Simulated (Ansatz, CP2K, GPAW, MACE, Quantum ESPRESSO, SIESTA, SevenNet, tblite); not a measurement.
## Twisted graphene double bilayer, 27.80° (104 atoms): runs against a plane-wave reference

The cell holds 104 atoms: 104 C. Cell: a = 8.870 Å, b = 8.870 Å, c = 24.180 Å, α = 90.0°, β = 90.0°, γ = 120.0°. It derives from C (graphene). Graphene (a = 2.46 Å) under graphene (a = 2.46 Å), double bilayer, commensurate cell of 13 unit cells a layer, twist 27.80 deg; facing planes 3.33, 3.52, 3.33 Å apart as built; 14 Å of vacuum; minimised with a classical potential. Then every atom was moved at random, 0.05 Å r.m.s. a Cartesian component. Regions: layer 1, 26 atoms (26 C); layer 2, 26 atoms (26 C); layer 3, 26 atoms (26 C); layer 4, 26 atoms (26 C). Vacuum lies along c.

Geometry: as built.

The reference, a calculation:

| Property | Result |
| --- | --- |
| method | Kohn-Sham DFT, PBE, SSSP efficiency 1.3.0 pseudopotentials, plane waves (Quantum ESPRESSO 7.5); sssp-pbe-1.3.0-efficiency, cutoffs 45/360 Ry, Γ point |
| r.m.s. force component | 2.969 eV/Å |
| longest force | 12.73 eV/Å |
| time | 3.6 min on 4 MPI ranks of Arm Neoverse V2, shared host |
| CPU time | 14 min |

Runs, in no order:
A. CP2K BLYP, DZVP-MOLOPT-SR, 450/50 Ry, diagonalisation: Kohn-Sham DFT, BLYP, GTH-BLYP pseudopotentials, Gaussian and plane waves, DZVP-MOLOPT-SR-GTH, diagonalisation
B. SIESTA PBEsol, DZP, shift 0.01 Ry, mesh 300 Ry: Kohn-Sham DFT, PBEsol, PseudoDojo 0.4.1 norm-conserving pseudopotentials (converted to PSML), numerical atomic orbitals (DZP), diagonalisation
C. CP2K PBE, DZVP-MOLOPT-SR, 450/50 Ry, diagonalisation: Kohn-Sham DFT, PBE, GTH-PBE pseudopotentials, Gaussian and plane waves, DZVP-MOLOPT-SR-GTH, diagonalisation
D. MACE MPA-0 medium potential: machine-learned interatomic potential MACE MPA-0 medium, trained on PBE(+U) plane-wave data
E. GPAW LDA, LCAO dzp, h 0.2 Å: Kohn-Sham DFT, LDA, PAW, atomic orbitals (dzp)

**Question.** Rank the runs by how far their forces lie from the reference's, least first.

C, A, E, D, B.

| run | Δ force, r.m.s. (meV/Å) | share of r.m.s. force (%) | CPU time |
| --- | --- | --- | --- |
| C. CP2K PBE, DZVP-MOLOPT-SR, 450/50 Ry, diagonalisation | 46.5 | 1.57 | 8.6 min |
| A. CP2K BLYP, DZVP-MOLOPT-SR, 450/50 Ry, diagonalisation | 67.0 | 2.26 | 9.3 min |
| E. GPAW LDA, LCAO dzp, h 0.2 Å | 167 | 5.64 | 91 s |
| D. MACE MPA-0 medium potential | 272 | 9.15 | 7.9 s |
| B. SIESTA PBEsol, DZP, shift 0.01 Ry, mesh 300 Ry | 389 | 13.1 | 3.6 min |

Machine-learned potentials mimic data converged in k, so the reference's own k-point error enters their differences. The electronic-structure runs sample only Γ, in a cell whose shortest periodic width is 8 Å.

[Hosts, paths, dates, database ids (printed as entryN), source tags and the programs' standing remarks are cut or masked in the printed files.]
